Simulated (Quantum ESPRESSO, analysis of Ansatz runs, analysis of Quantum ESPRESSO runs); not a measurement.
# Charge-transition level of the Ti on the Ga site in GaAs (QE: PBE) (Quantum ESPRESSO)

How near does this set-up come to the measured charge-transition level? Subject: Ti on the Ga site in GaAs. Set-up: QE: PBE, GBRV 1.5 PBE, 32-site cell, PBE lattice, k: the single point 1/4 1/4 1/4 then 2x2x2 shifted, dielectric constants 10.9 and 12.9 (handbook). The model is a cell of 32 host atoms with 1 Ga taken out and 1 Ti put in. The level is the Fermi energy at which two charge states have equal formation energy, after a correction for the images of the charge. Other potentials or another program check that the number doesn't hang on one set of files.

**The experiment.** (+1/0) level below the conduction-band bottom: 0.9 eV, by DLTS; Ti(4+/3+) donor level, value from Fig. 2 (“Band-Edge Hydrostatic Deformation Potentials in III-V Semiconductors”, 1987, D. D. Nolte, W. Walukiewicz, and E. E. Haller). The runs below try to reproduce this.

Program: Quantum ESPRESSO 7.5. Level of theory: Quantum ESPRESSO plane-wave DFT, PBE, GBRV 1.5 PBE potentials; relaxation of all atoms of a defect supercell. Results are calculated unless marked as measured.

## Step 1: Set-up

The cell holds 32 atoms: 15 Ga, 1 Ti and 16 As. Its edges and angles: a = 9.937 Å, b = 9.937 Å, c = 9.937 Å, α = 109.5°, β = 109.5°, γ = 109.5°. It derives from GaAs (space group F-43m). Nearest the centre at fractional (0.250, 0.500, 0.250): Ti7 at 0.05 Å, As19 at 2.46 Å, As23 at 2.47 Å, As22 at 2.52 Å, As28 at 2.52 Å, Ga10 at 4.01 Å, Ga1 at 4.01 Å, Ga12 at 4.03 Å. The cell carries charge +1.

The host's primitive cell comes from a first run (Quantum ESPRESSO plane-wave DFT, PBE, GBRV 1.5 PBE potentials; relaxation of cell and atoms of a defect-free cell): vectors of 4.057, 4.057 and 4.057 Å. That is 23.60 Å³ an atom, 4.5 % over the diffraction cell's volume. The supercell is built on it.

## Step 2: Relaxation, charge +1

Every later number rests on the structure around the defect, so the atoms are relaxed at the host's lattice first.

pw.in reads:

```
&CONTROL
  calculation = 'relax'
  prefix = 'pwscf'
  outdir = './tmp'
  pseudo_dir = './pseudo'
  tprnfor = .true.
  disk_io = 'low'
  nstep = 70
  forc_conv_thr = 0.00078
  etot_conv_thr = 0.0001
/
&SYSTEM
  ibrav = 0
  nat = 32
  ntyp = 3
  ecutwfc = 45
  ecutrho = 360
  nbnd = 192
  occupations = 'smearing'
  smearing = 'fd'
  degauss = 0.00073499
  tot_charge = 1
  nosym = .true.
/
&ELECTRONS
  conv_thr = 3d-08
  electron_maxstep = 100
  mixing_beta = 0.5
/
&IONS
  ion_dynamics = 'bfgs'
/
ATOMIC_SPECIES
Ga    69.7230 ga_pbe_v1.4.uspp.F.UPF
Ti    47.8670 ti_pbe_v1.4.uspp.F.UPF
As    74.9216 as_pbe_v1.uspp.F.UPF
CELL_PARAMETERS angstrom
  -5.7368700154    5.7368700154   -5.7368700154
   5.7368700154    5.7368700154    5.7368700154
   5.7368700154   -5.7368700154   -5.7368700154
ATOMIC_POSITIONS crystal
Ga     0.0041802132    0.0057654958    0.0020255482
Ga     0.0009159681    0.2485708067    0.7451818572
Ga    -0.0024381595    0.4987863311    0.5034041074
Ga    -0.0031786458    0.7529563091    0.2494594901
Ga     0.2496715172    0.0022273593    0.7551234080
Ga     0.2453779040    0.2454562387    0.4943666025
Ti     0.2530106707    0.4982591063    0.2535713411
Ga     0.2482731077    0.7532304010   -0.0024030998
Ga     0.4944724900   -0.0015451214    0.4957368534
Ga     0.4966541499    0.2528089684    0.2498624224
Ga     0.4960799429    0.5004202554   -0.0043351183
Ga     0.5016234326    0.7461219250    0.7472452246
Ga     0.7487034383    0.0029749159    0.2540993160
Ga     0.7440958654    0.2485780376   -0.0024398634
Ga     0.7532833083    0.5022379990    0.7560615065
Ga     0.7533766907    0.7495361827    0.4972828995
As     0.0050683641    0.0047102768    0.7552559228
As    -0.0031842338    0.2508575190    0.4955875671
As     0.0018361118    0.5024204497    0.2468290426
As    -0.0060754384    0.7478035933   -0.0030468179
As     0.2539536884   -0.0018369390    0.5021092764
As     0.2464189561    0.2440259370    0.2457132858
As     0.2537279878    0.4979369212    0.0020868561
As     0.2513762305    0.7530769341    0.7558415909
As     0.5009099011    0.0048597869    0.2491806747
As     0.4967232964    0.2446368089   -0.0052944236
As     0.4940956596    0.4963728721    0.7481168764
As     0.5059491083    0.7515971937    0.5027138517
As     0.7444655046   -0.0007026255   -0.0031330002
As     0.7540148813    0.2520587672    0.7482072507
As     0.7550464565    0.5018602660    0.5051221335
As     0.7455990487    0.7445272638    0.2484088000
K_POINTS crystal
1
0.25 0.25 0.25 1.0
```

Command:

```bash
$ OMP_NUM_THREADS=1 mpirun -n 4 pw.x -in pw.in > pw.out
```

What it wrote:

```text
This program is part of the open-source Quantum ESPRESSO suite
     for quantum simulation of materials; please cite
         "P. Giannozzi et al., J. Phys.:Condens. Matter 21 395502 (2009);
         "P. Giannozzi et al., J. Phys.:Condens. Matter 29 465901 (2017);
         "P. Giannozzi et al., J. Chem. Phys. 152 154105 (2020);
          URL
     in publications or presentations arising from this work. More details at

     Subspace diagonalization in iterative solution of the eigenvalue problem:
     one sub-group per band group will be used
     scalapack distributed-memory algorithm (size of sub-group:  2*  2 procs)

     --------------------
     sticks:   dense  smooth     PW     G-vecs:    dense   smooth      PW
     Min        2381    1190    317               147089    51954    7224
     Max        2382    1191    320               147091    51955    7225
     Sum        9525    4763   1273               588361   207819   28897

     Using Slab Decomposition

     bravais-lattice index     =            0
     lattice parameter (alat)  =      18.7774  a.u.
     unit-cell volume          =    5096.6126 (a.u.)^3
     number of atoms/cell      =           32
     number of atomic types    =            3
     number of electrons       =       376.00
     number of Kohn-Sham states=          192
     kinetic-energy cutoff     =      45.0000  Ry
     charge density cutoff     =     360.0000  Ry
     scf convergence threshold =      3.0E-08
     mixing beta               =       0.5000
     number of iterations used =            8  plain     mixing
     energy convergence thresh.=      1.0E-04
     force convergence thresh. =      7.8E-04
     Exchange-correlation= SLA  PW   PBE  PBE
                           (   1   4   3   4   0   0   0)
     nstep                     =           70

     celldm(1)=  18.777359  celldm(2)=   0.000000  celldm(3)=   0.000000
     celldm(4)=   0.000000  celldm(5)=   0.000000  celldm(6)=   0.000000

     crystal axes: (cart. coord. in units of alat)
               a(1) = (  -0.577350   0.577350  -0.577350 )
               a(2) = (   0.577350   0.577350   0.577350 )
               a(3) = (   0.577350  -0.577350  -0.577350 )

     reciprocal axes: (cart. coord. in units 2 pi/alat)
               b(1) = (  0.000000  0.866025 -0.866025 )
               b(2) = (  0.866025  0.866025 -0.000000 )
               b(3) = (  0.866025  0.000000 -0.866025 )

     PseudoPot. # 1 for Ga read from file:
     ga_pbe_v1.4.uspp.F.UPF
     Pseudo is Ultrasoft + core correction, Zval = 19.0
     Generated by new atomic code, or converted to UPF format
     Using radial grid of  871 points,  6 beta functions with:
                l(1) =   0
                l(2) =   0
                l(3) =   1
                l(4) =   1
                l(5) =   2
                l(6) =   2
     Q(r) pseudized with  8 coefficients,  rinner =    1.250   1.250   1.250
                                                       1.250   1.250

     PseudoPot. # 2 for Ti read from file:
     ti_pbe_v1.4.uspp.F.UPF
     Pseudo is Ultrasoft + core correction, Zval = 12.0
     Generated by new atomic code, or converted to UPF format
     Using radial grid of  851 points,  6 beta functions with:
                l(1) =   0
                l(2) =   0
                l(3) =   1
                l(4) =   1
                l(5) =   2
                l(6) =   2
     Q(r) pseudized with  6 coefficients,  rinner =    1.000   1.000   1.000
                                                       1.000   1.000

     PseudoPot. # 3 for As read from file:
     as_pbe_v1.uspp.F.UPF
     Pseudo is Ultrasoft + core correction, Zval =  5.0
     Generated by new atomic code, or converted to UPF format
     Using radial grid of  875 points,  6 beta functions with:
                l(1) =   0
                l(2) =   0
                l(3) =   1
                l(4) =   1
                l(5) =   2
                l(6) =   2
     Q(r) pseudized with  8 coefficients,  rinner =    1.300   1.300   1.300
                                                       1.300   1.300

     atomic species   valence    mass     pseudopotential
     Ga               19.00    69.72300     Ga( 1.00)
     Ti               12.00    47.86700     Ti( 1.00)
     As                5.00    74.92160     As( 1.00)

     No symmetry found

   Cartesian axes

     site n.     atom                  positions (alat units)
         1        Ga     tau(   1) = (   0.0020847   0.0045727  -0.0002542  )
         2        Ga     tau(   2) = (   0.5732145  -0.2861897  -0.2872474  )
         3        Ga     tau(   3) = (   0.5800226  -0.0040737  -0.0012584  )
         4        Ga     tau(   4) = (   0.5805802   0.2888588   0.2925292  )
         5        Ga     tau(   5) = (   0.2931088  -0.2905368  -0.5788327  )
         6        Ga     tau(   6) = (   0.2854679  -0.0020395  -0.2853775  )
         7        Ti     tau(   7) = (   0.2879937   0.2873463  -0.0048052  )
         8        Ga     tau(   8) = (   0.2901498   0.5796058   0.2929247  )
         9        Ga     tau(   9) = (  -0.0001621  -0.0016221  -0.5725897  )
        10        Ga     tau(  10) = (   0.0034741   0.2884446  -0.2850422  )
        11        Ga     tau(  11) = (   0.0000030   0.5778325   0.0050088  )
        12        Ga     tau(  12) = (   0.5725835   0.2889639  -0.2902610  )
        13        Ga     tau(  13) = (  -0.2838423   0.2872774  -0.5772509  )
        14        Ga     tau(  14) = (  -0.2874960   0.5745292  -0.2846787  )
        15        Ga     tau(  15) = (   0.2915712   0.2883633  -0.5814534  )
        16        Ga     tau(  16) = (   0.2848891   0.5806007  -0.2893237  )
        17        As     tau(  17) = (   0.4358405  -0.4304015  -0.4362540  )
        18        As     tau(  18) = (   0.4327987  -0.1431334  -0.1394565  )
        19        As     tau(  19) = (   0.4315193   0.1486258   0.1465057  )
        20        As     tau(  20) = (   0.4334932   0.4299960   0.4370113  )
        21        As     tau(  21) = (   0.1422121  -0.1443333  -0.4375737  )
        22        As     tau(  22) = (   0.1404810   0.1412959  -0.1432442  )
        23        As     tau(  23) = (   0.1421989   0.4327691   0.1397892  )
        24        As     tau(  24) = (   0.7260424   0.1435360  -0.1467283  )
        25        As     tau(  25) = (  -0.1425301   0.1481417  -0.4302592  )
        26        As     tau(  26) = (  -0.1485989   0.4310812  -0.1424855  )
        27        As     tau(  27) = (   0.4332402   0.1399218  -0.4306107  )
        28        As     tau(  28) = (   0.4320670   0.4358027  -0.1484170  )
[...]
Total force =     0.004048     Total SCF correction =     0.000045
     Energy error            =      4.5E-05 Ry
     Gradient error          =      1.1E-03 Ry/Bohr

     number of scf cycles    =  14
     number of bfgs steps    =  13

     energy             old  =   -6994.9167165134 Ry
     energy             new  =   -6994.9167616459 Ry

     CASE: energy            _new < energy            _old

     new trust radius        =       0.0068231420 bohr
     new conv_thr            =       0.0000000003 Ry

ATOMIC_POSITIONS (crystal)
Ga              -0.0031542424       -0.0021108164       -0.0032267445
Ga              -0.0032475039        0.2472796376        0.7470412057
Ga              -0.0000505945        0.4995857729        0.5022550917
Ga              -0.0002075167        0.7528378089        0.2495367809
Ga               0.2502811031        0.0000870017        0.7503944223
Ga               0.2494094911        0.2498674522        0.5021237231
Ti               0.2494918461        0.5000611276        0.2496205198
Ga               0.2491232039        0.7529475554        0.0000274967
Ga               0.4992043703        0.0022878442        0.4994004673
Ga               0.5023902120        0.2508480202        0.2498836251
Ga               0.5020854008        0.5002493157        0.0000870578
Ga               0.4989111159        0.7492876576        0.7516315150
Ga               0.7489018510       -0.0000763148        0.2494341358
Ga               0.7472251465        0.2471860791       -0.0030955191
Ga               0.7492903541        0.4998642492        0.7493145392
Ga               0.7523778471        0.7501372825        0.4995537805
[...]
NEW-OLD atomic charge density approx. for the potential

     negative rho (up, down):  5.097E-04 0.000E+00

     Self-consistent Calculation

     iteration #  1     ecut=    45.00 Ry     beta= 0.50
     Davidson diagonalization with overlap
     ethr =  1.00E-06,  avg # of iterations =  6.0

     Threshold (ethr) on eigenvalues was too large:
     Diagonalizing with lowered threshold

     Davidson diagonalization with overlap
     ethr =  5.55E-09,  avg # of iterations =  7.0

     negative rho (up, down):  5.091E-04 0.000E+00

     total energy              =   -6994.91677491 Ry
     estimated scf accuracy    <       0.00004026 Ry

     iteration #  2     ecut=    45.00 Ry     beta= 0.50
     Davidson diagonalization with overlap
     ethr =  1.07E-08,  avg # of iterations =  7.0

     negative rho (up, down):  5.099E-04 0.000E+00

     total energy              =   -6994.91674275 Ry
     estimated scf accuracy    <       0.00057856 Ry

     iteration #  3     ecut=    45.00 Ry     beta= 0.50
     Davidson diagonalization with overlap
     ethr =  1.07E-08,  avg # of iterations =  7.0

     negative rho (up, down):  5.097E-04 0.000E+00

     total energy              =   -6994.91679048 Ry
     estimated scf accuracy    <       0.00002788 Ry

     iteration #  4     ecut=    45.00 Ry     beta= 0.50
     Davidson diagonalization with overlap
     ethr =  7.42E-09,  avg # of iterations =  5.0

     negative rho (up, down):  5.098E-04 0.000E+00

     total energy              =   -6994.91679372 Ry
     estimated scf accuracy    <       0.00000094 Ry

     iteration #  5     ecut=    45.00 Ry     beta= 0.50
     Davidson diagonalization with overlap
     ethr =  2.49E-10,  avg # of iterations =  5.0

     negative rho (up, down):  5.098E-04 0.000E+00

     total energy              =   -6994.91679382 Ry
     estimated scf accuracy    <       0.00000014 Ry

     iteration #  6     ecut=    45.00 Ry     beta= 0.50
     Davidson diagonalization with overlap
     ethr =  3.82E-11,  avg # of iterations =  5.0

     negative rho (up, down):  5.098E-04 0.000E+00

     total energy              =   -6994.91679385 Ry
     estimated scf accuracy    <       0.00000001 Ry

     iteration #  7     ecut=    45.00 Ry     beta= 0.50
     Davidson diagonalization with overlap
     ethr =  3.53E-12,  avg # of iterations =  5.0

     negative rho (up, down):  5.098E-04 0.000E+00

     total energy              =   -6994.91679385 Ry
     estimated scf accuracy    <          2.1E-09 Ry

     iteration #  8     ecut=    45.00 Ry     beta= 0.50
     Davidson diagonalization with overlap
     ethr =  5.57E-13,  avg # of iterations =  5.0

     negative rho (up, down):  5.098E-04 0.000E+00

     total energy              =   -6994.91679385 Ry
     estimated scf accuracy    <          5.6E-10 Ry

     iteration #  9     ecut=    45.00 Ry     beta= 0.50
     Davidson diagonalization with overlap
     ethr =  1.49E-13,  avg # of iterations =  4.0

     negative rho (up, down):  5.098E-04 0.000E+00

     End of self-consistent calculation

          k = 0.4330 0.4330-0.4330 ( 25972 PWs)   bands (ev):

[...]
-3.7047  -3.7039  -3.7029  -3.7023  -3.7018  -3.7008  -3.6986  -3.6981
    -3.6606  -3.6594  -3.6575  -3.4324   0.6718   0.6755   0.6762   0.6927
     0.6935   0.7043   0.7057   0.7066   0.7387   0.7398   0.7430   2.0404
     2.7365   2.7373   2.7384   3.3832   3.6625   3.6632   3.7054   3.7073
     3.7080   3.7505   3.7520   3.7522   3.9434   3.9437   3.9444   4.4571
     4.8352   4.8365   4.8704   4.8859   4.8862   4.8869   4.9058   4.9070
     4.9075   4.9676   4.9686   4.9693   5.8577   5.8594   5.8601   6.0977
     6.0990   6.1764   6.1774   6.1778   7.3684   7.3691   8.1051   8.1070

     the Fermi energy is     6.7097 ev

!    total energy              =   -6994.91679385 Ry
     estimated scf accuracy    <          4.1E-11 Ry
     smearing contrib. (-TS)   =       0.00000000 Ry
     internal energy E=F+TS    =   -6994.91679385 Ry

     The total energy is F=E-TS. E is the sum of the following terms:
     one-electron contribution =   -6270.17906983 Ry
     hartree contribution      =    3251.66828486 Ry
     xc contribution           =   -1250.63714872 Ry
     ewald contribution        =   -2725.76886016 Ry

     convergence has been achieved in   9 iterations

     negative rho (up, down):  5.098E-04 0.000E+00

     Forces acting on atoms (cartesian axes, Ry/au):

[...]
atom   25 type  3   force =    -0.00029048    0.00029508   -0.00010397
     atom   26 type  3   force =    -0.00060682   -0.00053068    0.00000260
     atom   27 type  3   force =    -0.00011581   -0.00005456    0.00010367
     atom   28 type  3   force =    -0.00007737    0.00015472   -0.00000985
     atom   29 type  3   force =     0.00013777    0.00002386    0.00012766
     atom   30 type  3   force =    -0.00001902    0.00020289    0.00001601
     atom   31 type  3   force =    -0.00001493   -0.00008460   -0.00007015
     atom   32 type  3   force =     0.00026398   -0.00014594   -0.00019024

     Total force =     0.002444     Total SCF correction =     0.000032
     Energy error            =      3.2E-05 Ry
     Gradient error          =      6.9E-04 Ry/Bohr

     bfgs converged in  15 scf cycles and  14 bfgs steps
     (criteria: energy <  1.0E-04 Ry, force <  7.8E-04 Ry/Bohr)

     End of BFGS Geometry Optimization

     Final energy             =   -6994.9167938546 Ry

     File ./tmp/pwscf.bfgs deleted, as requested
Begin final coordinates

ATOMIC_POSITIONS (crystal)
[...]
As               0.5001080422        0.0005418890        0.2497133268
As               0.4993190332        0.2496449848       -0.0009154444
As               0.5003236438        0.4997550609        0.7498391286
As               0.4997500829        0.7500153019        0.4996590439
As               0.7489801245       -0.0005773845        0.0001052855
As               0.7491675584        0.2506428681        0.7492789316
As               0.7501635229        0.5003158592        0.5007104848
As               0.7497789929        0.7511567121        0.2495371335
End final coordinates

=------------------------------------------------------------------------------=
   JOB DONE.
=------------------------------------------------------------------------------=
```

Elapsed: 33 min, on 4 MPI ranks of Arm Neoverse V1, shared host; peak memory 2.9 GiB; 2.2 h of CPU time.

Relaxation path:

```tsv
step	energy less that of the first step (eV)
0	0.0000
1	-0.1922
2	-0.3180
3	-0.3665
4	-0.3705
5	-0.3748
6	-0.3798
7	-0.3835
8	-0.3847
9	-0.3860
10	-0.3877
11	-0.3885
12	-0.3890
13	-0.3896
14	-0.3901
```

The atoms that moved most (Å):

```tsv
atom	dx	dy	dz	length
Ga1	-0.033	-0.057	0.027	0.071
Ga10	-0.044	0.022	-0.044	0.066
Ga12	0.059	-0.023	0.009	0.064
Ga6	0.047	0.004	-0.042	0.063
Ga11	-0.010	0.008	-0.061	0.062
As32	0.021	0.056	0.008	0.060
Ga15	-0.029	0.002	0.048	0.056
As23	0.022	0.002	0.052	0.056
```

The relaxed structure:

```xyz
32
Lattice="-5.7369 5.7369 -5.7369 5.7369 5.7369 5.7369 5.7369 -5.7369 -5.7369" Properties=species:S:1:pos:R:3 pbc="T T T"
Ga   -0.0125   -0.0117    0.0245
Ga    5.7229   -2.8857   -2.8484
Ga    5.7477   -0.0156   -0.0150
Ga    5.7517    2.8862    2.8886
Ga    2.8696   -2.8686   -5.7402
Ga    2.8832   -0.0163   -2.8780
Ti    2.8695    2.8680    0.0054
Ga    2.8905    5.7486    2.8902
Ga    0.0143    0.0120   -5.7157
Ga   -0.0095    2.8877   -2.8766
Ga   -0.0100    5.7498   -0.0110
Ga    5.7484    2.8487   -2.8756
Ga   -2.8658    2.8649   -5.7278
Ga   -2.8864    5.7226   -2.8509
Ga    2.8678    2.8675   -5.7296
Ga    2.8530    5.7539   -2.8787
As    4.2949   -4.2947   -4.3035
As    4.2966   -1.4440   -1.4256
As    4.3034    1.4342    1.4409
As    4.3019    4.2977    4.3190
As    1.4428   -1.4430   -4.3048
As    1.4351    1.4330   -1.4289
As    1.4354    4.3018    1.4406
As    7.1766    1.4354   -1.4267
As   -1.4334    1.4396   -4.2985
As   -1.4376    4.3020   -1.4271
As    4.2985    1.4356   -4.3050
As    4.3022    4.3033   -1.4307
As   -4.2995    4.2929   -4.3007
As    1.4385    1.4373   -7.1585
As    1.4392    4.3013   -4.3059
As    1.4395    7.1791   -1.4237
```

Neighbours of Ti7 at the end:

```tsv
atom	distance (Å)
As23	2.484
As19	2.484
As22	2.485
As28	2.485
Ga12	4.073
Ga10	4.074
Ga11	4.074
Ga1	4.074
Ga3	4.074
Ga9	4.075
Ga14	4.075
Ga4	4.077
Ga8	4.077
Ga2	4.078
Ga6	4.078
Ga16	4.080
```

First to last step the energy falls by 0.390 eV; the largest move, 0.07 Å, is that of Ga1. Judged within 0.08 Å, the space group went from P1 to I-43m.

[end of part 1 of 4]

[Logs are printed without paths, hosts, clocks, repeated set-up lines and the standing remarks that a program may print on its own settings, such as how far it seeks lower states.]

[Hosts, paths, dates, database ids (printed as entryN), source tags and the programs' standing remarks are cut or masked in the printed files.]

[For some hosts the program warned that the k-mesh of the response run may be too coarse for force constants and the static dielectric constant; such warnings are not shown here.]
